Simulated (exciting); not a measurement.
# F K-edge absorption of CsSrF3, all-electron BSE, part 2 of 2

How far do the exchange and direct terms reshape the F K edge of CsSrF3?

exciting sodium; X-ray absorption, core-level Bethe-Salpeter equation, exchange and statically screened direct term, Tamm-Dancoff, all-electron LAPW+lo LDA.

So far. Step 6 (Exchange alone): Maxima (height): 3.0 eV (0.39), 8.1 eV (0.36), 9.9 eV (0.22), 14.7 eV (0.17) and 21.2 eV (0.37); 1 lower ones aren't listed. The spectrum differs from the independent-particle run by 2 % r.m.s. Step 7 (A changed run): Wall time by task: scrgeneigvec 20 s, scrwritepmat 11 s, screen 30 s, scrcoulint 7.5 min, bse 38 s.

## (8) Ground state with other settings

Level of this step: all-electron LAPW+lo DFT, LDA, ZORA valence, Dirac core, self-consistent field (exciting).

In this try the input is made faulty on purpose, to show what that does.

input.xml reads:

```
<input>
  <title>CsSrF3</title>
  <structure speciespath="." autormt="false" epslat="1.0e-5">
    <crystal>
      <basevect>9.0012323112 0.0000000000 0.0000000000</basevect>
      <basevect>0.0000000000 9.0012323112 0.0000000000</basevect>
      <basevect>0.0000000000 0.0000000000 9.0012323112</basevect>
    </crystal>
    <species speciesfile="Cs.xml" rmt="2.464">
      <atom coord="0.0000000000 0.0000000000 0.0000000000"/>
    </species>
    <species speciesfile="Sr.xml" rmt="2.464">
      <atom coord="0.5000000000 0.5000000000 0.5000000000"/>
    </species>
    <species speciesfile="F.xml" rmt="1.902">
      <atom coord="0.5000000000 0.5000000000 0.0000000000"/>
      <atom coord="0.5000000000 0.0000000000 0.5000000000"/>
      <atom coord="0.0000000000 0.5000000000 0.5000000000"/>
    </species>
  </structure>
  <groundstate do="fromscratch" xctype="LDA_PW" ngridk="3 3 3" rgkmax="4.5" gmaxvr="14" nempty="8" swidth="0.001" maxscl="100" epsengy="1e-5"/>
</input>
```

SPECIES.xml, added lines reads:

```
<lo l="L">  <!-- L = 0, 1, 2, and 3 from Cs on -->
  <wf matchingOrder="0" trialEnergy="0.1500" searchE="false"/>
  <wf matchingOrder="1" trialEnergy="0.1500" searchE="false"/>
  <wf matchingOrder="0" trialEnergy="0.9000" searchE="false"/>
</lo>
```

The run is started by

```bash
$ OMP_NUM_THREADS=1 mpirun -n 4 exciting
```

Numbers of over 12 decimals in the logs are rounded to 6 here.

The log of the run:

```text
EXCITING SODIUM started
********************************************************************************
* Ground-state run starting from atomic densities                              *
********************************************************************************
+ Starting initialization                                                      +
[... lattice and species ...]
 Spin treatment                             :    spin-unpolarised
 Number of Bravais lattice symmetries       :      48
[...]
+ Self-consistent loop stopped                                                 +
 STATE.OUT is written
********************************************************************************
* Groundstate module stopped                                                   *
********************************************************************************
 Total time spent (seconds)                 :        61.61
- CAUTION! Warnings have been written in file WARNING.OUT !                    -
| EXCITING SODIUM stopped                                                      =
[key lines of the parts left out:]
Total energy                               :    -11258.61406056
Fermi energy                               :         0.06542635
```

It took 63 s on 4 MPI ranks of Intel Xeon at 2.50GHz (Skylake/Cascade Lake), shared host.

Against the second ground state the total energy moves by 1255 meV an atom and the gap by 0.05 eV.

## (9) Another input

input.xml, as its differences from that of step 8:

```diff
@@ -20,3 +20,20 @@
   </structure>
-  <groundstate do="fromscratch" xctype="LDA_PW" ngridk="3 3 3" rgkmax="4.5" gmaxvr="14" nempty="8" swidth="0.001" maxscl="100" epsengy="1e-5"/>
+  <groundstate do="skip" xctype="LDA_PW" ngridk="3 3 3" rgkmax="4.5" gmaxvr="14" nempty="8" swidth="0.001" maxscl="100" epsengy="1e-5"/>
+  <xs xstype="BSE" ngridk="3 3 3" ngridq="3 3 3" vkloff="0.097 0.273 0.493" rgkmax="4.5" nempty="58" gqmax="3" lmaxapwwf="5" lmaxemat="2" broad="0.01654" tevout="true">
+    <energywindow intv="23.537 25.154" points="439"/>
+    <screening screentype="full" nempty="85"/>
+    <BSE xas="true" xasspecies="3" xasatom="1" xasedge="K" bsetype="singlet" nstlxas="1 54"/>
+    <qpointset>
+      <qpoint>0 0 0</qpoint>
+    </qpointset>
+    <plan>
+      <doonly task="xsgeneigvec"/>
+      <doonly task="writepmatxs"/>
+      <doonly task="scrgeneigvec"/>
+      <doonly task="scrwritepmat"/>
+      <doonly task="screen"/>
+      <doonly task="scrcoulint"/>
+      <doonly task="exccoulint"/>
+    </plan>
+  </xs>
 </input>
```

input.xml for the last start (plan only) reads:

```
  <plan>
    <doonly task="bse"/>
  </plan>
```

The run is started by

```bash
$ OMP_NUM_THREADS=1 mpirun -n 4 exciting
$ OMP_NUM_THREADS=4 exciting
```

The log of the run:

```text
| EXCITING SODIUM started for task xsgeneigvec ( 301)                          =
One-shot GS runs for BSE calculations
One-shot GS runs for k+qmt/2 grids
Info(xsgeneigvec): Generating eigenvectors for Q-point      1
Info(xsgeneigvec): Generation of eigenvectors finished
| EXCITING SODIUM started for task writepmatxs ( 320)                          =
Info(writepmatxs): Momentum matrix elements finished
| EXCITING SODIUM started for task scrgeneigvec ( 401)                         =
One-shot GS runs for BSE calculations
One-shot GS runs for k+qmt/2 grids
[...]
Info(setup_bse_block): Setting up RR part of hamiltonian
Info(setup_bse_block): Singlet spin state
Info(bse): Diagonalizing RR Hamiltonian (TDA)
Info(bse): Invoking Lapack routine ZHEEVR
      2916 eigen solutions found in the interval:
         i1=       1 i2=    2916
Info(bse): Writing excition energies and oscillator strengths to text file.
Info(makespectrum_dist): Making spectrum using formula for coupling with time reversed AR basis.
Info(makespectrum_dist): Using formalism for vanishing momentum transfer.
Info(writederived): Writing quantities derived from the macroscopic dielectric function.
Info(bselauncher): Spectrum finished for iqmt=  1
Info(bselauncher): All done for BSE type singlet
```

The job ended after 26 min (4 MPI ranks).

The input has a fault: the basis cutoff rgkmax is far too low. Against the singlet run the r.m.s. difference is 36 %. Moving the earlier curve by +0.4 eV leaves 10 %. The highest maximum lies at -0.3 eV (1.01), against -0.7 eV (1.00). The first bright state moves from -0.73 to -0.39 eV. The lowest bare transition of this run lies at 0.80 eV, against 0.49. A small basis shifts bands and core levels against each other.

```tsv
E (eV)	first run	this run
-4.0	0.02	0.02
-3.0	0.05	0.04
-2.0	0.12	0.08
-1.0	0.68	0.34
0.0	0.53	0.79
1.0	0.22	0.34
2.0	0.17	0.18
3.0	0.31	0.22
4.0	0.37	0.43
5.0	0.15	0.19
6.0	0.13	0.14
7.0	0.14	0.14
8.0	0.17	0.13
9.0	0.09	0.19
10.0	0.07	0.10
11.0	0.08	0.07
12.0	0.18	0.08
13.0	0.13	0.17
14.0	0.10	0.12
15.0	0.13	0.11
16.0	0.18	0.17
17.0	0.18	0.16
18.0	0.22	0.21
19.0	0.22	0.25
20.0	0.13	0.19
21.0	0.11	0.11
22.0	0.10	0.11
23.0	0.07	0.09
```

## (10) The levels of theory side by side

```tsv
level	curve passes 0.15 (eV)	highest maximum (eV)	its height
IP	1.7	3.0	0.40
RPA	1.8	3.0	0.39
singlet	-1.8	-0.7	1.00
```

```tsv
E (eV)	IP	RPA	singlet
-4.0	0.01	0.01	0.02
-3.0	0.01	0.01	0.05
-2.0	0.01	0.01	0.12
-1.0	0.01	0.01	0.68
0.0	0.03	0.03	0.53
1.0	0.07	0.07	0.22
2.0	0.20	0.19	0.17
3.0	0.39	0.38	0.31
4.0	0.31	0.31	0.37
5.0	0.17	0.17	0.15
6.0	0.17	0.17	0.13
7.0	0.24	0.24	0.14
8.0	0.34	0.33	0.17
9.0	0.18	0.18	0.09
10.0	0.21	0.21	0.07
11.0	0.13	0.13	0.08
12.0	0.09	0.09	0.18
13.0	0.10	0.10	0.13
14.0	0.14	0.14	0.10
15.0	0.15	0.15	0.13
16.0	0.11	0.11	0.18
17.0	0.15	0.15	0.18
18.0	0.15	0.15	0.22
19.0	0.20	0.20	0.22
20.0	0.25	0.25	0.13
21.0	0.36	0.36	0.11
22.0	0.27	0.27	0.10
23.0	0.24	0.24	0.07
```

## (11) What came out

```json
{
  "absorber and edge": "F K, atom 3",
  "surroundings": "2 Sr at 2.38 Å (linear, site symmetry 4/mmm)",
  "first bright state": "-0.73 eV from the Kohn–Sham onset, on this mesh",
  "highest maximum": "-0.7 eV",
  "cost of the BSE run": "30 min on 4 MPI ranks of Intel Xeon at 2.50GHz (Skylake/Cascade Lake), shared host; the last task ran on as many threads"
}
```

In words: Is a core exciton bound? Yes on this mesh: the first bright state (over 5 % of the brightest) lies at -0.73 eV from the Kohn–Sham onset and at -1.22 eV from the lowest bare transition of its own mesh; weaker or dark states reach down to -1.50 eV. Exchange alone changes the independent-particle spectrum by 1.8 % r.m.s. A mesh of 27 points doesn't converge binding energies, and fine structure above the first lines is partly noise of the mesh. Exchange and the short-range direct term aren't converged in the kernel cutoff. The zero comes from the unshifted 3×3×3 ground-state mesh; it is exact only where the band minimum lies on that mesh. The Kohn–Sham onset, 652 eV, is no photon energy: the scale needs a rigid shift. Bands and screening come from semilocal DFT, whose small gap overscreens. Vibrations and energy-dependent lifetimes are left out. The structure is a Materials Project entry, computed there, and may be a hypothetical form.

[Banner, clock and machine lines of the logs are left out without a mark of their own.]

[Logs are printed without paths, hosts, clocks, repeated set-up lines and the standing remarks that a program may print on its own settings, such as how far it seeks lower states.]

[Hosts, paths, dates, database ids (printed as entryN), source tags and the programs' standing remarks are cut or masked in the printed files.]
